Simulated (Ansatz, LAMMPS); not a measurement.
# Glassy 55SiO2-25B2O3-10CaO-10K2O (mol %) (68 atoms) in motion

Aim: follow glassy 55SiO2-25B2O3-10CaO-10K2O (mol %) (68 atoms) for a short time with forces from DFT, then look at structure and electrons in the last frame.

Main program and level: Ansatz 0.2.0; Kohn-Sham DFT, RPBE, PAW (set soft_2), plane waves.

### Step 1. The starting structure

The cell holds 68 atoms: 11 Si, 10 B, 2 Ca, 4 K and 41 O. Its edges and angles: a = 9.548 Å, b = 9.548 Å, c = 9.548 Å, α = 90.0°, β = 90.0°, γ = 90.0°. 68 atoms (11 Si, 10 B, 2 Ca, 4 K, 41 O) placed at random at 2.27 g/cm³, melted at 3000 K for 20 ps at fixed volume with the Buckingham and Coulomb pair potential of Guillot and Sator (Geochim. Cosmochim. Acta 71, 1249 (2007)) with the boron terms of Wang et al. (J. Non-Cryst. Solids 498, 294 (2018)). Quenched from 3000 K to 300 K at 20 K/ps and fixed volume, held 10 ps at zero pressure, then minimised at fixed cell.

What the set-up can't give: The quench rate of 20 K/ps is many orders above laboratory rates, so the cell is likely richer in defects and strain than a real sample. The starting topology of bonds comes from the classical model, and needn't be the one that DFT or experiment would give. Sampling is at Γ alone, for a cell whose shortest periodic width is 10 Å.

### Step 2. Single point at the start

A single point comes first, to see the forces before anything moves.

input.yaml reads:

```yaml
crystal:
  lattice:
    - [9.54802, 0.0, 0.0]
    - [0.0, 9.54802, 0.0]
    - [0.0, 0.0, 9.54802]
  atoms:
    - { symbol: Si, position: [0.79153, 0.59396, 0.70947] }
    - { symbol: Si, position: [0.2825, 0.21007, 0.77908] }
    - { symbol: Si, position: [0.60386, 0.31329, 0.04891] }
    - { symbol: Si, position: [0.97468, 0.89087, 0.4636] }
    [... 58 atom lines left out ...]
    - { symbol: O, position: [0.89272, 0.52465, 0.58896] }
    - { symbol: O, position: [0.9475, 0.51541, 0.07793] }
    - { symbol: O, position: [0.7196, 0.58842, 0.22234] }
    - { symbol: O, position: [0.13967, 0.51314, 0.54586] }
    - { symbol: O, position: [0.08376, 0.96051, 0.35377] }
    - { symbol: O, position: [0.99283, 0.08877, 0.82706] }
kpoints:
  mp_grid: { grid: [1, 1, 1] }
hamiltonian:
  xc: rpbe
scf:
  occupations: { method: fixed }
output:
  forces: true
```

Started as:

```bash
> ansatz run input.yaml --threads 4 --pin off --max-ram 8192MiB --backend cpu --events-out ev --progress --plain --runs-dir out
```

Run time: 8.8 s. Hardware: 4 threads of Arm Neoverse V1, shared host; peak memory 0.97 GiB.

The run gave:

```
free energy            : -41812.8606 eV
free energy per atom   : -614.8950 eV/atom
SCF cycles             : 10
r.m.s. force component : 0.7961 eV/Å
longest force          : 3.018 eV/Å
Fermi energy           : 5.13 eV
```

The r.m.s. force component of 0.80 eV/Å sets the starting point.

Neighbours are counted within 2.08 Å (O-Si), 1.83 Å (O-B), 3.23 Å (O-K), 2.83 Å (O-Ca).

Length of the force by element and coordination:

```csv
element,coordination,atoms,mean length of the force (eV/Å),spread,least,most
B,all,10,1.55,0.653,0.560,2.38
B,3,5,1.10,0.431,0.560,1.64
B,4,5,1.99,0.521,1.01,2.38
Ca,all,2,1.21,0.675,0.539,1.89
K,all,4,0.948,0.119,0.795,1.09
K,4,2,0.983,0.109,0.874,1.09
K,5,2,0.914,0.119,0.795,1.03
O,all,41,1.19,0.420,0.322,1.83
O,2,19,0.978,0.398,0.322,1.81
O,3,17,1.34,0.326,0.790,1.83
O,4,5,1.45,0.407,0.648,1.79
Si,all,11,1.40,0.805,0.183,3.02
```

### Step 3. Dynamics at 300 K

A Nosé–Hoover thermostat steers the temperature while disturbing the dynamics little. The time step is 1.0 fs.

input.yaml: that of step 2 with these lines changed.

```diff
@@ -15 +15,8 @@
   forces: true
+md:
+  timestep: 1.0
+  n_steps: 610
+  ensemble: nvt_nose_hoover
+  temperature: 300
+  initial_velocities: maxwell_boltzmann
+  seed: 9066
```

Run time: 28 min. Hardware: 4 threads; peak memory 0.99 GiB; 1.8 h of CPU time.

The program notes that it switched symmetry off.

Rows from the run:

```
time (fs)  T (K)  potential (meV/atom)  conserved (meV/atom)
      0.0    300                   0.0                  0.00
     41.0    353                  -7.1                  0.00
     81.0    411                 -18.1                 -0.03
    122.0    314                 -11.9                  0.00
    163.0    306                 -14.2                 -0.01
    203.0    332                 -19.2                 -0.03
    244.0    349                 -23.1                 -0.04
    285.0    297                 -18.9                 -0.03
    325.0    267                 -16.7                 -0.04
    366.0    278                 -18.7                 -0.04
    407.0    271                 -17.7                 -0.03
    447.0    313                 -22.3                 -0.05
    488.0    289                 -17.9                 -0.02
    529.0    325                 -19.8                 -0.03
    569.0    364                 -21.6                 -0.06
    610.0    351                 -17.2                 -0.03
```

Mean square displacement from the first frame to the last: Si 0.045 Å², B 0.044 Å², Ca 0.092 Å², K 0.34 Å², O 0.085 Å².

The mean square displacement by time lag:

```csv
time lag (fs),B (Å²),Ca (Å²),K (Å²),O (Å²),Si (Å²)
1,6.2e-5,3.4e-5,3.7e-5,4.5e-5,2.5e-5
26,0.0135,0.0212,0.0245,0.0187,0.00905
39,0.0152,0.0433,0.0532,0.0308,0.0134
64,0.0251,0.0934,0.129,0.0497,0.0209
89,0.0303,0.139,0.214,0.0681,0.0294
115,0.0365,0.165,0.287,0.0834,0.0372
127,0.0376,0.169,0.311,0.0885,0.0399
153,0.0386,0.170,0.340,0.0985,0.0443
178,0.0408,0.165,0.344,0.106,0.0485
191,0.0411,0.162,0.339,0.109,0.0497
216,0.0419,0.157,0.321,0.112,0.0513
241,0.0430,0.152,0.298,0.114,0.0518
267,0.0457,0.145,0.273,0.114,0.0519
279,0.0462,0.139,0.262,0.112,0.0515
305,0.0427,0.127,0.242,0.107,0.0488
```

Over the second half of 610 fs the temperature averages 297 K, rising from about 277 to 326 K (means over the first and last quarter of that half). The conserved energy stays within 0.06 meV/atom. From first frame to last K has the largest mean square displacement, 0.34 Å² at the end; the farthest move is 0.76 Å. Over this window the atoms only vibrate about their places. The run spans 0.61 ps, too short for its means to be equilibrium values.

### Step 4. Local order late in the run

The g(r) is a mean over the second half; what follows it is taken at the last frame.

Bonds before and after, by the cutoffs listed below:

| pair | bonds before | bonds after | mean before (Å) | mean after (Å) | spread before (Å) | spread after (Å) |
| --- | --- | --- | --- | --- | --- | --- |
| O-Si | 44 | 44 | 1.635 | 1.643 | 0.015 | 0.042 |
| O-B | 35 | 35 | 1.436 | 1.450 | 0.041 | 0.070 |

Density 2.50 g/cm³, 12.80 Å³ an atom.

Mean of 14 frames. Pair distribution functions g(r), in bins of 0.2 Å:

| r (Å) | total | O-O | O-Si | O-B | O-K | O-Ca | Si-Si |
| --- | --- | --- | --- | --- | --- | --- | --- |
| 1.30 | 0.87 | 0.00 | 0.00 | 4.89 | 0.00 | 0.00 | 0.00 |
| 1.50 | 1.86 | 0.00 | 1.64 | 8.68 | 0.00 | 0.00 | 0.00 |
| 1.70 | 2.21 | 0.00 | 10.82 | 0.56 | 0.00 | 0.00 | 0.00 |
| 1.90 | 0.00 | 0.00 | 0.00 | 0.00 | 0.00 | 0.00 | 0.00 |
| 2.10 | 0.02 | 0.00 | 0.00 | 0.00 | 0.00 | 0.69 | 0.00 |
| 2.30 | 0.48 | 1.13 | 0.00 | 0.00 | 0.00 | 1.96 | 0.00 |
| 2.50 | 1.23 | 2.84 | 0.00 | 0.00 | 0.49 | 3.25 | 0.00 |
| 2.70 | 1.33 | 2.68 | 0.04 | 0.07 | 2.43 | 1.17 | 0.00 |
| 2.90 | 1.01 | 0.82 | 0.15 | 0.39 | 2.29 | 1.48 | 0.53 |
| 3.10 | 0.79 | 0.55 | 0.64 | 0.77 | 1.04 | 1.09 | 2.80 |
| 3.30 | 0.87 | 0.65 | 1.10 | 0.90 | 1.09 | 0.80 | 0.89 |
| 3.50 | 1.04 | 0.73 | 1.39 | 1.45 | 0.79 | 0.59 | 0.26 |
| 3.70 | 1.08 | 0.70 | 1.40 | 1.75 | 0.60 | 0.55 | 0.21 |
| 3.90 | 1.27 | 0.77 | 1.84 | 1.89 | 0.95 | 0.75 | 1.67 |
| 4.10 | 1.13 | 0.86 | 1.61 | 1.45 | 0.70 | 0.97 | 1.04 |
| 4.30 | 0.94 | 1.04 | 1.01 | 0.77 | 0.82 | 0.98 | 0.80 |
| 4.50 | 0.89 | 1.14 | 0.65 | 0.64 | 1.10 | 1.41 | 0.46 |
| 4.70 | 1.06 | 1.29 | 0.75 | 0.67 | 1.63 | 1.46 | 1.78 |

Bonds by pair of elements; cutoffs follow the first minimum of g(r), held within bounds set by covalent radii, and pairs that aren't listed don't count as bonded:

```
pair A-B  cutoff (Å)  bonds  mean length (Å)  spread (Å)  shortest (Å)  B about A  A about B
    O-Si        2.12     44             1.64       0.042          1.55       1.07          4
     O-B        1.83     35             1.45        0.07          1.34      0.854        3.5
     O-K        3.23     22             2.85       0.126          2.64      0.537        5.5
    O-Ca        2.83      9             2.41       0.134          2.24       0.22        4.5
```

The cutoffs for O-K and O-Ca fall short of the minimum of g(r), so counts run low and odd coordinations can be artefacts.

How many atoms have how many bonded neighbours:

```csv
element,mean,2,3,4,5,6,7
B,3.5,0,5,5,0,0,0
Ca,4.5,0,0,1,1,0,0
K,5.5,0,0,1,1,1,1
O,2.68,16,22,3,0,0,0
Si,4,0,0,11,0,0,0
```

Bond angles, per cent of each kind in bins of 5°:

```csv
angle (°),O-Si-O,O-K-O,O-B-O,B-O-Si,K-O-Si
45–50,0.0,7.7,0.0,0.0,0.0
50–55,0.0,13.5,0.0,0.0,0.0
55–60,0.0,7.7,0.0,0.0,0.0
60–65,0.0,1.9,0.0,0.0,0.0
65–70,0.0,1.9,0.0,0.0,0.0
70–75,0.0,5.8,0.0,0.0,4.3
75–80,0.0,0.0,0.0,0.0,4.3
80–85,0.0,1.9,0.0,0.0,4.3
85–90,0.0,5.8,0.0,0.0,4.3
90–95,0.0,3.9,0.0,0.0,17.4
95–100,3.0,5.8,0.0,0.0,21.7
100–105,18.2,3.9,11.1,0.0,4.3
105–110,33.3,5.8,28.9,0.0,8.7
110–115,30.3,3.9,20.0,0.0,0.0
115–120,13.6,1.9,26.7,0.0,0.0
120–125,1.5,0.0,11.1,10.7,17.4
125–130,0.0,5.8,2.2,3.6,13.0
130–135,0.0,5.8,0.0,28.6,0.0
135–140,0.0,3.9,0.0,7.1,0.0
140–145,0.0,1.9,0.0,17.9,0.0
145–150,0.0,1.9,0.0,17.9,0.0
150–155,0.0,3.9,0.0,10.7,0.0
155–160,0.0,1.9,0.0,0.0,0.0
160–165,0.0,0.0,0.0,0.0,0.0
165–170,0.0,1.9,0.0,3.6,0.0
170–175,0.0,0.0,0.0,0.0,0.0
175–180,0.0,1.9,0.0,0.0,0.0
```

Bond angles (no mean is given where the spread exceeds 20°):

```
 angle  count  mean (°)  spread (°)
O-Si-O     66       109         5.5
 O-K-O     52         -           -
 O-B-O     45       113         6.4
B-O-Si     28       139        10.6
K-O-Si     23       103          16
```

Oxygen atoms by the number of network formers (Si, P, Ge, B, Al, As, Ga) bound to them:

```
network formers bound to O  O atoms  per cent
                         0        0         0
                         1        3       7.3
                         2       38      92.7
```

Network units: each former by its oxygen neighbours and how many of them bridge to another former:

| former | O neighbours | bridging O | atoms |
| --- | --- | --- | --- |
| Si | 4 | 3 | 2 |
| Si | 4 | 4 | 9 |
| B | 3 | 2 | 1 |
| B | 3 | 3 | 4 |
| B | 4 | 4 | 5 |

Bond length by coordination (bonds to H left out):

| element | coordination | atoms | mean bond length (Å) |
| --- | --- | --- | --- |
| B | 3 | 5 | 1.39 |
| B | 4 | 5 | 1.49 |
| Ca | 4 | 1 | 2.43 |
| Ca | 5 | 1 | 2.39 |
| K | 4 | 1 | 2.79 |
| K | 5 | 1 | 2.83 |
| K | 6 | 1 | 2.79 |
| K | 7 | 1 | 2.94 |
| O | 2 | 16 | 1.57 |
| O | 3 | 22 | 1.99 |
| O | 4 | 3 | 2.15 |

Rings of the network by King's shortest-path rule, up to 12 atoms, one path for each pair of neighbours; H, halogens, alkali and alkaline-earth atoms are left out, and the last column divides by all other atoms, bonded or not:

```csv
ring size (atoms),rings,per network atom
8,2,0.032
10,5,0.081
12,8,0.129
```

For some of the pairs, g(r) has its first main peak near 2.5 Å (O-O), 1.6 Å (O-Si), 1.4 Å (O-B), 2.8 Å (O-K), 2.4 Å (O-Ca) and 3.2 Å (Si-Si). The O-Si-O angle averages 109° with a spread of 6°. 93 % of the oxygens bridge two formers (Si and B) and 7 % are non-bridging. The commonest Si unit has 4 oxygens, 4 of them shared with other formers (9 of 11 atoms). Rings of 12 atoms are the most common (53 % of those counted); sizes run from 8 to 12, where the search stops.

### Step 5. Single point at the last frame

The last frame is solved once more, with the analyses that the dynamics left out.

input.yaml reads:

```yaml
crystal:
  lattice:
    - [9.54802, 0.0, 0.0]
    - [0.0, 9.54802, 0.0]
    - [0.0, 0.0, 9.54802]
  atoms:
    - { symbol: Si, position: [0.81269, 0.60366, 0.73264] }
    - { symbol: Si, position: [0.27571, 0.22292, 0.79598] }
    - { symbol: Si, position: [0.58882, 0.31004, 0.04892] }
    - { symbol: Si, position: [0.97983, 0.89027, 0.45739] }
    [... 58 atom lines left out ...]
    - { symbol: O, position: [0.9191, 0.5225, 0.62004] }
    - { symbol: O, position: [0.94684, 0.47622, 0.10843] }
    - { symbol: O, position: [0.71849, 0.58526, 0.22771] }
    - { symbol: O, position: [0.16072, 0.49914, 0.53867] }
    - { symbol: O, position: [0.08615, 0.96171, 0.35435] }
    - { symbol: O, position: [0.96514, 0.10687, 0.81682] }
kpoints:
  mp_grid: { grid: [1, 1, 1] }
hamiltonian:
  xc: rpbe
scf:
  occupations: { method: fixed }
output:
  forces: true
  stress: true
  populations: true
  dos:
    method: { smearing: { sigma: 0.08 } }
    de: 0.1
    projected: { site_lists: { B: [B], Ca: [Ca], K: [K], O: [O], Si: [Si] } }
  eigenvalues: true
  write_density: true
  write_potential: true
  volumetric_format: npy
```

Wall time 8.9 s (4 threads); peak memory 0.98 GiB; 33 s of CPU time.

Numbers from this run:

```
free energy                                      : -41814.0276 eV
free energy per atom                             : -614.9122 eV/atom
SCF cycles                                       : 9
pressure                                         : 1.62 GPa
r.m.s. force component                           : 0.7674 eV/Å
longest force                                    : 3.329 eV/Å
Fermi energy                                     : 4.144 eV
gap (highest filled to lowest empty level) : 3.846 eV
spilling of the projection                       : 0.01089
```

Length of the force by element:

| element | coordination | atoms | mean length of the force (eV/Å) | spread | least | most |
| --- | --- | --- | --- | --- | --- | --- |
| B | all | 10 | 1.17 | 0.494 | 0.458 | 2.06 |
| Ca | all | 2 | 0.933 | 0.339 | 0.594 | 1.27 |
| K | all | 4 | 0.419 | 0.141 | 0.205 | 0.576 |
| O | all | 41 | 1.13 | 0.564 | 0.164 | 2.98 |
| Si | all | 11 | 1.61 | 0.795 | 0.369 | 3.33 |

Löwdin charges by element (they lack the spilled electrons, 0.060 e an atom on average):

```
element  coordination  atoms  mean charge (e)  spread  least    most
      B           all     10            0.614  0.0281  0.569   0.657
     Ca           all      2             1.79  0.0027   1.79    1.80
      K           all      4            0.892  0.0087  0.879   0.903
      O           all     41           -0.689   0.118  -1.02  -0.434
     Si           all     11             1.73  0.0345   1.64    1.78
```

Density of states as counts of states in windows of 1 eV (from the Fermi level), total and the larger projections:

| from (eV) | to (eV) | total | O p | B p | Si p | O s | K p |
| --- | --- | --- | --- | --- | --- | --- | --- |
| -18 | -17 | 14.5 | 0.2 | 1.5 | 1.3 | 11.1 | 0.0 |
| -17 | -16 | 3.7 | 0.1 | 0.0 | 0.4 | 2.9 | 0.0 |
| -16 | -15 | 0.3 | 0.0 | 0.0 | 0.0 | 0.2 | 0.0 |
| -15 | -13 | 0.0 | 0.0 | 0.0 | 0.0 | 0.0 | 0.0 |
| -13 | -12 | 24.0 | 0.2 | 0.0 | 0.0 | 0.1 | 23.6 |
| -12 | -11 | 0.0 | 0.0 | 0.0 | 0.0 | 0.0 | 0.0 |
| -11 | -10 | 1.8 | 1.2 | 0.0 | 0.0 | 0.0 | 0.0 |
| -10 | -9 | 9.9 | 6.7 | 0.4 | 0.2 | 0.3 | 0.0 |
| -9 | -8 | 10.7 | 7.4 | 0.5 | 0.6 | 0.4 | 0.0 |
| -8 | -7 | 18.2 | 12.9 | 1.7 | 1.5 | 0.5 | 0.0 |
| -7 | -6 | 22.0 | 15.9 | 2.7 | 2.4 | 0.3 | 0.0 |
| -6 | -5 | 19.3 | 14.2 | 2.7 | 1.4 | 0.5 | 0.0 |
| -5 | -4 | 19.9 | 15.9 | 1.5 | 1.0 | 0.9 | 0.0 |
| -4 | -3 | 34.6 | 30.1 | 0.8 | 1.4 | 1.2 | 0.0 |
| -3 | -2 | 49.2 | 45.4 | 0.6 | 1.1 | 0.9 | 0.0 |
| -2 | -1 | 43.7 | 41.5 | 0.2 | 0.6 | 0.4 | 0.0 |
| -1 | 0 | 16.3 | 15.7 | 0.1 | 0.2 | 0.1 | 0.0 |
| 0 | 1 | 0.5 | 0.4 | 0.0 | 0.0 | 0.0 | 0.0 |
| 1 | 3 | 0.0 | 0.0 | 0.0 | 0.0 | 0.0 | 0.0 |
| 3 | 4 | 2.0 | 0.1 | 0.0 | 0.0 | 0.3 | 0.0 |
| 4 | 5 | 0.0 | 0.0 | 0.0 | 0.0 | 0.0 | 0.0 |

The curve was stored every 0.10 eV, coarse against its broadening of 0.08 eV, so these counts are rough.

With fixed occupations the program's Fermi level is the highest filled level; weight inside the gap is the broadening of levels at its edges.

Between -26 and -18 eV lie 75 more states.

The levels nearest the highest filled one (over half full), pooled over k-points and spins:

```csv
level less the highest filled one (eV),occupation
-0.757,2
-0.701,2
-0.451,2
-0.367,2
-0.101,2
0,2
3.85,0
5.19,0
5.27,0
5.32,0
5.34,0
5.57,0
```

Mean Löwdin charges: B +0.61, Ca +1.79, K +0.89, O -0.69, Si +1.73 e (they miss 1.1 % of the electrons, so they add up to more than the cell's charge).

### Step 6. Summary of results

* mean temperature, second half: 297.5 K
* temperature swing, second half: 26.9 K
* slope of the conserved energy against time, by least squares: -0.0461 meV/atom/ps
* free energy per atom: -614.9122 eV/atom
* pressure: 1.62 GPa
* r.m.s. force component: 0.7674 eV/Å
* gap (highest filled to lowest empty level): 3.846 eV
* wall time of the 3 DFT runs: 28 min

What this shows: Over the second half of 610 fs the temperature averages 297 K, rising from about 277 to 326 K (means over the first and last quarter of that half). The conserved energy stays within 0.06 meV/atom. The run spans 0.61 ps, too short for its means to be equilibrium values. 93 % of the oxygens bridge two formers (Si and B) and 7 % are non-bridging. Between filled and empty levels lie 3.85 eV (at Γ alone); a semilocal functional tends to put such gaps too low. In a disordered cell it changes from sample to sample, and tail or defect levels can set it.

**Limits.** The pressure of 1.6 GPa is that of one thermal frame at a volume set beforehand, without the kinetic term.

[Logs are printed without paths, hosts, clocks, repeated set-up lines and the standing remarks that a program may print on its own settings, such as how far it seeks lower states.]

[Hosts, paths, dates, database ids (printed as entryN), source tags and the programs' standing remarks are cut or masked in the printed files.]
